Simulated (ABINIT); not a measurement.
# CsAuBr3 (I4/mmm): bands and cutoff in G0W0 with ABINIT

Wanted: a converged G0W0 gap of CsAuBr3 (I4/mmm), or an estimate of the limit.

Method: LDA and many-body steps on it, plane waves, in ABINIT 10.8.3.

### 1. Starting point

It takes space group I4/mmm (No. 139, tetragonal). The conventional cell has a = 7.759 Å, b = 7.759 Å, c = 11.308 Å, α = 90.00°, β = 90.00°, γ = 90.00°. Cs has 12 Br at 3.90 to 3.95 Å nearest. Au has 4 Br at 2.44 Å nearest. Au has 6 Br at 2.40 to 3.05 Å nearest. Nearest to Br lie 2 Au at 2.44 to 3.05 Å and 4 Cs at 3.95 Å. Nearest to Br lie 2 Au at 2.40 to 3.25 Å and 4 Cs at 3.90 Å. Farther neighbours and most contacts between anions are not listed.

The cell and positions come from the Crystallography Open Database and are kept as given unless a step says otherwise. Spin-orbit coupling is left out unless a step names it.

### 2. Empty states on the mesh, 2×2×2 mesh, 471 bands

This step: ABINIT 10.8.3; DFT, LDA, plane waves, norm-conserving pseudopotentials.

The sums over transitions need many empty states on a uniform mesh; this step solves for them.

File run.abi:

```
acell 3*1.0 Angstrom
rprim 
  -3.879600000000 3.879600000000 5.653950000000
  3.879600000000 -3.879600000000 5.653950000000
  3.879600000000 3.879600000000 -5.653950000000
ntypat 3
znucl 55 79 35
natom 10
typat 1 1 2 2 3 3 3 3 3 3
xred 
  0.750000000000 0.250000000000 0.500000000000
  0.250000000000 0.750000000000 0.500000000000
  0.000000000000 0.000000000000 0.000000000000
  0.500000000000 0.500000000000 0.000000000000
  0.222000000000 0.222000000000 0.444000000000
  0.222000000000 0.778000000000 0.000000000000
  0.778000000000 0.778000000000 0.556000000000
  0.778000000000 0.222000000000 0.000000000000
  0.712200000000 0.712200000000 0.000000000000
  0.287800000000 0.287800000000 0.000000000000
pp_dirpath "pseudos"
pseudos "Cs.upf, Au.upf, Br.upf"
ecut 28
ngkpt 2 2 2
nshiftk 1
shiftk 0 0 0
kptopt 1
chksymbreak 0
iscf -2
irdden 1
istwfk *1
nband 471
nbdbuf 42
tolwfr 1e-09
nstep 60
prtvol 0
indata_prefix "in"
outdata_prefix "out"
tmpdata_prefix "tmp"
```

Launch:

```console
$ OMP_NUM_THREADS=1 mpirun -n 4 abinit run.abi > log
```

Numbers of over 12 decimals in the logs are rounded to 6 here.

Log:

```text
.Version 10.8.3 of ABINIT. v10.8.2 released Aug 2026.

 Symmetries : space group I4/m m m (#139); Bravais tI (body-center tetrag.)
[... echo of the input left out ...]
== DATASET  1 ==================================================================
-   mpi_nproc: 4, omp_nthreads: 1 (-1 if OMP is not activated)

--- !DatasetInfo
iteration_state: {dtset: 1, }
dimensions: {natom: 10, nkpt: 4, mband: 471, nsppol: 1, nspinor: 1, nspden: 1, mpw: 16300, }
cutoff_energies: {ecut:  28.0, pawecutdg:  -1.0, }
[...]
2.26355    2.26598    2.26972    2.28098    2.28830    2.28923    2.28928    2.28942
   2.28946    2.29558    2.29560    2.30790    2.30827    2.30945    2.31982    2.32731
   2.33020    2.33155    2.33317    2.33563    2.33888    2.34099    2.34542
 prteigrs : prtvol=0 or 1, do not print more k-points.

== END DATASET(S) ==============================================================
================================================================================

 -outvars: echo values of variables after computation  --------
            nband         471
             nkpt           4
          spgroup         139
 [... the other variables as echoed above ...]

 Calculation completed.
```

Wall time 14 min (4 MPI ranks of Intel Xeon Platinum 8488C (Sapphire Rapids), shared host); peak memory 1 GiB; 56 min of CPU time.

This step gave:

| Item | Value |
| --- | --- |
| gap | 0.9502 eV |
| k of the valence top | 0.5, 0, 0 |
| k of the conduction bottom | 0.5, 0, 0 |
| least direct gap | 0.9502 eV |
| k points computed | 4 |
| lowest point of the top converged band, above the valence top | 56.5567 eV |

On this mesh the gap is 0.950 eV.

The density comes from a self-consistent run that is not shown.

### 3. Screening, 2×2×2 mesh, 96 bands, screening to 62.6 eV

The RPA dielectric matrix is built and inverted for each q.

This step: RPA screening on LDA, plane waves, norm-conserving pseudopotentials.

run.abi: that of step 2 with these lines changed.

```diff
@@ -28,10 +28,11 @@
 chksymbreak 0
-iscf -2
-irdden 1
 istwfk *1
-nband 471
-nbdbuf 42
-tolwfr 1e-09
-nstep 60
-prtvol 0
+occopt 1
+irdwfk 1
+optdriver 3
+nband 96
+ecuteps 2.3
+inclvkb 2
+awtr 1
+symchi 1
 indata_prefix "in"
```

Log:

```text
.Version 10.8.3 of ABINIT. v10.8.2 released Aug 2026.

 Symmetries : space group I4/m m m (#139); Bravais tI (body-center tetrag.)
[... echo of the input left out ...]
== DATASET  1 ==================================================================
-   mpi_nproc: 4, omp_nthreads: 1 (-1 if OMP is not activated)

--- !DatasetInfo
iteration_state: {dtset: 1, }
dimensions: {natom: 10, nkpt: 4, mband: 96, nsppol: 1, nspinor: 1, nspden: 1, mpw: 16300, }
cutoff_energies: {ecut:  28.0, pawecutdg:  -1.0, }
electrons: {nelect:   9.80000000E+01, charge:   0.00000000E+00, occopt:   1.00000000E+00, tsmear:   1.00000000E-02, }

 SCREENING: Calculation of the susceptibility and dielectric matrices

 Based on a program developped by R.W. Godby, V. Olevano, G. Onida, and L. Reining.
 Incorporated in ABINIT by V. Olevano, G.-M. Rignanese, and M. Torrent.
.Using double precision arithmetic ; gwpc =  8

[... cell and pseudopotentials left out ...]
--------------------------------------------------------------------------------

 ==== K-mesh for the wavefunctions ====
 Number of points in the irreducible wedge :     4
[... list of points left out ...]
 Together with 16 symmetry operations and time-reversal symmetry
 yields     8 points in the full Brillouin Zone.

 ==== Q-mesh for the screening function ====
 Number of points in the irreducible wedge :     4
[... list of points left out ...]
 Together with 16 symmetry operations and time-reversal symmetry
 yields     8 points in the full Brillouin Zone.

 setmesh: FFT mesh size selected  =    72x   72x   72
          total number of points  =       373248

 vcoul_init : cutoff-mode = AUXILIARY_FUNCTION
 q-points for optical limit:   1
     1)      0.000010    0.000020    0.000030

- screening: taking advantage of time-reversal symmetry
- Maximum band index for partially occupied states nbvw = 49
- Remaining bands to be divided among processors   nbcw = 47
- Number of bands treated by each node ~11

 Number of electrons calculated from density =   98.0000; Expected =   98.0000
 average of density, n =  0.042662
 r_s =    1.7754
 omega_plasma =   19.9240 [eV]

 calculating chi0 at frequencies [eV] :
  1    0.000000E+00    0.000000E+00
  2    0.000000E+00    1.992404E+01

--------------------------------------------------------------------------------
  q-point number  1        q = ( 0.000000, 0.000000, 0.000000) [r.l.u.]
--------------------------------------------------------------------------------
[... chi0 elements left out ...]
 For q-point:  0.000010 0.000020 0.000030
  dielectric constant =  21.2595
  dielectric constant without local fields =  25.5440

  Average fulfillment of the sum rule on Im[epsilon] for q-point    1 :     28.83  [%]
[... wings left out ...]
  q-point number  2        q = ( 0.500000, 0.000000, 0.000000) [r.l.u.]
--------------------------------------------------------------------------------
[... chi0 elements left out ...]
  Average fulfillment of the sum rule on Im[epsilon] for q-point    2 :     37.11  [%]

 [... 2 further q-points ...]
```

The job ended after 2.9 min (4 MPI ranks; peak memory 7.5 GiB; 11 min of CPU time).

This step gave:

```yaml
eps_infinity_with_local_fields_on_this_mesh_along_the_program_s_q_direction: 21.26
the_same_without_local_fields: 25.54
plasma_frequency: 19.92 eV
plane_waves_in_the_screening_matrix: 371
```

Local fields lower ε∞ by 17 %. On a Γ-centred mesh this coarse the value itself is usually too large, while a short band sum pulls it down.

### 4. 96 bands, 62.6 eV

The self-energy is evaluated for the states that the input lists, and the levels follow from it, in one-shot runs by the linearised quasiparticle equation.

This step: G0W0 on LDA, plane waves, norm-conserving pseudopotentials.

run.abi: that of step 3 with these lines changed.

```diff
@@ -31,8 +31,17 @@
 irdwfk 1
-optdriver 3
+optdriver 4
 nband 96
+gwcalctyp 0
+ecutsigx 28
+symsigma 1
+nkptgw 2
+kptgw 
+  0.5000000000 0.0000000000 0.0000000000
+  0.0000000000 0.0000000000 0.0000000000
+bdgw 
+  48 51
+  48 51
 ecuteps 2.3
-inclvkb 2
-awtr 1
-symchi 1
+irdscr 1
+ppmodel 1
 indata_prefix "in"
```

Log:

```text
.Version 10.8.3 of ABINIT. v10.8.2 released Aug 2026.

 Symmetries : space group I4/m m m (#139); Bravais tI (body-center tetrag.)
[... echo of the input left out ...]
== DATASET  1 ==================================================================
-   mpi_nproc: 4, omp_nthreads: 1 (-1 if OMP is not activated)

--- !DatasetInfo
iteration_state: {dtset: 1, }
dimensions: {natom: 10, nkpt: 4, mband: 96, nsppol: 1, nspinor: 1, nspden: 1, mpw: 16300, }
cutoff_energies: {ecut:  28.0, pawecutdg:  -1.0, }
electrons: {nelect:   9.80000000E+01, charge:   0.00000000E+00, occopt:   1.00000000E+00, tsmear:   1.00000000E-02, }

 SIGMA: Calculation of the GW corrections

 Based on a program developped by R.W. Godby, V. Olevano, G. Onida, and L. Reining.
 Incorporated in ABINIT by V. Olevano, G.-M. Rignanese, and M. Torrent.
.Using double precision arithmetic ; gwpc =  8

[... cell and pseudopotentials left out ...]
--------------------------------------------------------------------------------

 ==== K-mesh for the wavefunctions ====
 Number of points in the irreducible wedge :     4
[... list of points left out ...]
 Together with 16 symmetry operations and time-reversal symmetry
 yields     8 points in the full Brillouin Zone.

 ==== Q-mesh for screening function ====
 Number of points in the irreducible wedge :     4
[... list of points left out ...]
 Together with 16 symmetry operations and time-reversal symmetry
 yields     8 points in the full Brillouin Zone.

 vcoul_init : cutoff-mode = AUXILIARY_FUNCTION
 q-points for optical limit:   1
     1)      0.000010    0.000020    0.000030
 setmesh: FFT mesh size selected  =   120x  120x  120
          total number of points  =      1728000

 Number of electrons calculated from density =   98.0000; Expected =   98.0000
 average of density, n =  0.042662
 r_s =    1.7754
 omega_plasma =   19.9240 [eV]

 === KS Band Gaps ===
  >>>> For spin  1
   Minimum direct gap =   0.9500 [eV], located at k-point      :   0.5000  0.0000  0.0000
   Fundamental gap    =   0.9500 [eV], Top of valence bands at :   0.5000  0.0000  0.0000
                                       Bottom of conduction at :   0.5000  0.0000  0.0000
 SIGMA fundamental parameters:
 PLASMON POLE MODEL  1
 number of plane-waves for SigmaX                16297
 number of plane-waves for SigmaC and W            371
 number of plane-waves for wavefunctions         16297
 number of bands                                    96
 number of independent spin polarizations            1
 number of spinorial components                      1
 number of k-points in IBZ                           4
 number of q-points in IBZ                           4
 number of symmetry operations                      16
 number of k-points in BZ                            8
 number of q-points in BZ                            8
 number of frequencies for dSigma/dE                 9
 frequency step for dSigma/dE [eV]                0.25
 number of omega for Sigma on real axis              0
 max omega for Sigma on real axis  [eV]           0.00
 zcut for avoiding poles [eV]                     0.10

 EPSILON^-1 parameters (SCR file):
 dimension of the eps^-1 matrix on file            371
 dimension of the eps^-1 matrix used               371
 number of plane-waves for wavefunctions         16297
 number of bands                                    96
 number of q-points in IBZ                           4
 number of frequencies                               2
 number of real frequencies                          1
 number of imag frequencies                          1

 matrix elements of self-energy operator (all in [eV])

 Perturbative Calculation

--- !SelfEnergy_ee
iteration_state: {dtset: 1, }
kpoint     : [   0.500,    0.000,    0.000, ]
spin       : 1
KS_gap     :    0.950
QP_gap     :    1.710
Delta_QP_KS:    0.760
data: !SigmaeeData |
     Band     E0 <VxcDFT>   SigX SigC(E0)      Z dSigC/dE  Sig(E)    E-E0       E
       48   1.429 -15.325 -18.836   3.831   0.768  -0.301 -15.079   0.246   1.675
       49   1.889 -16.374 -18.623   3.081   0.776  -0.289 -15.728   0.646   2.535
       50   2.839 -16.176 -13.583  -0.795   0.782  -0.279 -14.771   1.405   4.245
       51   5.551 -12.920  -8.471  -2.103   0.805  -0.242 -11.032   1.888   7.440

--- !SelfEnergy_ee
iteration_state: {dtset: 1, }
kpoint     : [   0.000,    0.000,    0.000, ]
spin       : 1
KS_gap     :    2.153
QP_gap     :    3.393
Delta_QP_KS:    1.240
data: !SigmaeeData |
     Band     E0 <VxcDFT>   SigX SigC(E0)      Z dSigC/dE  Sig(E)    E-E0       E
       48   1.569 -14.464 -17.937   3.759   0.774  -0.292 -14.243   0.221   1.790
       49   1.569 -14.464 -17.937   3.759   0.774  -0.292 -14.243   0.221   1.790
       50   3.722 -17.770 -15.016  -0.863   0.773  -0.294 -16.309   1.461   5.183
       51   4.837 -14.850 -11.061  -1.696   0.798  -0.253 -13.180   1.670   6.506

== END DATASET(S) ==============================================================
================================================================================

 -outvars: echo values of variables after computation  --------
           etotal      0.0000000000E+00
            nband          96
             nkpt           4
          spgroup         139
 [... the other variables as echoed above ...]

 Calculation completed.
```

Wall time 47 s (4 MPI ranks); peak memory 7.9 GiB; 3.1 min of CPU time.

This step gave:

```yaml
g0w0_gap_on_the_points_computed: 1.71 eV
starting_gap_on_the_mesh: 0.9502 eV
k_of_the_valence_top: 0.5, 0, 0
k_of_the_conduction_bottom: 0.5, 0, 0
z_at_the_valence_top: 0.776
z_at_the_conduction_bottom: 0.782
least_direct_g0w0_gap_on_the_computed_points: 1.71 eV
```

The gap on the mesh goes from 0.95 eV to 1.71 eV, a correction of +0.76 eV.

### 5. Screening, 2×2×2 mesh, 204 bands, screening to 114.3 eV

This step: RPA screening on LDA, plane waves, norm-conserving pseudopotentials.

run.abi: that of step 4 with these lines changed.

```diff
@@ -31,17 +31,8 @@
 irdwfk 1
-optdriver 4
-nband 96
-gwcalctyp 0
-ecutsigx 28
-symsigma 1
-nkptgw 2
-kptgw 
-  0.5000000000 0.0000000000 0.0000000000
-  0.0000000000 0.0000000000 0.0000000000
-bdgw 
-  48 51
-  48 51
-ecuteps 2.3
-irdscr 1
-ppmodel 1
+optdriver 3
+nband 204
+ecuteps 4.2
+inclvkb 2
+awtr 1
+symchi 1
 indata_prefix "in"
```

Log:

```text
.Version 10.8.3 of ABINIT. v10.8.2 released Aug 2026.

 Symmetries : space group I4/m m m (#139); Bravais tI (body-center tetrag.)
[... echo of the input left out ...]
== DATASET  1 ==================================================================
-   mpi_nproc: 4, omp_nthreads: 1 (-1 if OMP is not activated)

--- !DatasetInfo
iteration_state: {dtset: 1, }
dimensions: {natom: 10, nkpt: 4, mband: 204, nsppol: 1, nspinor: 1, nspden: 1, mpw: 16300, }
cutoff_energies: {ecut:  28.0, pawecutdg:  -1.0, }
electrons: {nelect:   9.80000000E+01, charge:   0.00000000E+00, occopt:   1.00000000E+00, tsmear:   1.00000000E-02, }

 SCREENING: Calculation of the susceptibility and dielectric matrices

 Based on a program developped by R.W. Godby, V. Olevano, G. Onida, and L. Reining.
 Incorporated in ABINIT by V. Olevano, G.-M. Rignanese, and M. Torrent.
.Using double precision arithmetic ; gwpc =  8

[... cell and pseudopotentials left out ...]
--------------------------------------------------------------------------------

 ==== K-mesh for the wavefunctions ====
 Number of points in the irreducible wedge :     4
[... list of points left out ...]
 Together with 16 symmetry operations and time-reversal symmetry
 yields     8 points in the full Brillouin Zone.

 ==== Q-mesh for the screening function ====
 Number of points in the irreducible wedge :     4
[... list of points left out ...]
 Together with 16 symmetry operations and time-reversal symmetry
 yields     8 points in the full Brillouin Zone.

 setmesh: FFT mesh size selected  =    45x   45x   45
          total number of points  =        91125

 vcoul_init : cutoff-mode = AUXILIARY_FUNCTION
 q-points for optical limit:   1
     1)      0.000010    0.000020    0.000030

- screening: taking advantage of time-reversal symmetry
- Maximum band index for partially occupied states nbvw = 49
- Remaining bands to be divided among processors   nbcw = 155
- Number of bands treated by each node ~38

 Number of electrons calculated from density =   98.0000; Expected =   98.0000
 average of density, n =  0.042662
 r_s =    1.7754
 omega_plasma =   19.9240 [eV]

 calculating chi0 at frequencies [eV] :
  1    0.000000E+00    0.000000E+00
  2    0.000000E+00    1.992404E+01

--------------------------------------------------------------------------------
  q-point number  1        q = ( 0.000000, 0.000000, 0.000000) [r.l.u.]
--------------------------------------------------------------------------------
[... chi0 elements left out ...]
 For q-point:  0.000010 0.000020 0.000030
  dielectric constant =  21.1439
  dielectric constant without local fields =  25.7426

  Average fulfillment of the sum rule on Im[epsilon] for q-point    1 :     56.57  [%]
[... wings left out ...]
  q-point number  2        q = ( 0.500000, 0.000000, 0.000000) [r.l.u.]
--------------------------------------------------------------------------------
[... chi0 elements left out ...]
  Average fulfillment of the sum rule on Im[epsilon] for q-point    2 :     63.16  [%]

 [... 2 further q-points ...]
```

Run time: 5.5 min. Hardware: 4 MPI ranks; peak memory 4 GiB; 22 min of CPU time.

This step gave:

- ε∞ with local fields, on this mesh, along the program's q direction: 21.14
- the same without local fields: 25.74
- plasma frequency: 19.92 eV
- plane waves in the screening matrix: 941

[end of part 1 of 2]

[Paths, hosts, dates, memory and timing lines, banners, echoed tables and standing remarks are left out of the program output.]

[Logs are printed without paths, hosts, clocks, repeated set-up lines and the standing remarks that a program may print on its own settings, such as how far it seeks lower states.]

[Runs of the session that timed out or met a known fault of the program may be left out.]

[Hosts, paths, dates, database ids (printed as entryN), source tags and the programs' standing remarks are cut or masked in the printed files.]

[G0W0 gaps are taken among the corrected bands and points alone; a level outside them can change the order at an edge.]

[Where Ansatz stands beside ABINIT at settings called matched, ABINIT's density can come from a denser mesh and the files from another edition; pairs whose starting gaps differed by over 0.03 eV were left out, so agreement reads better than it is.]
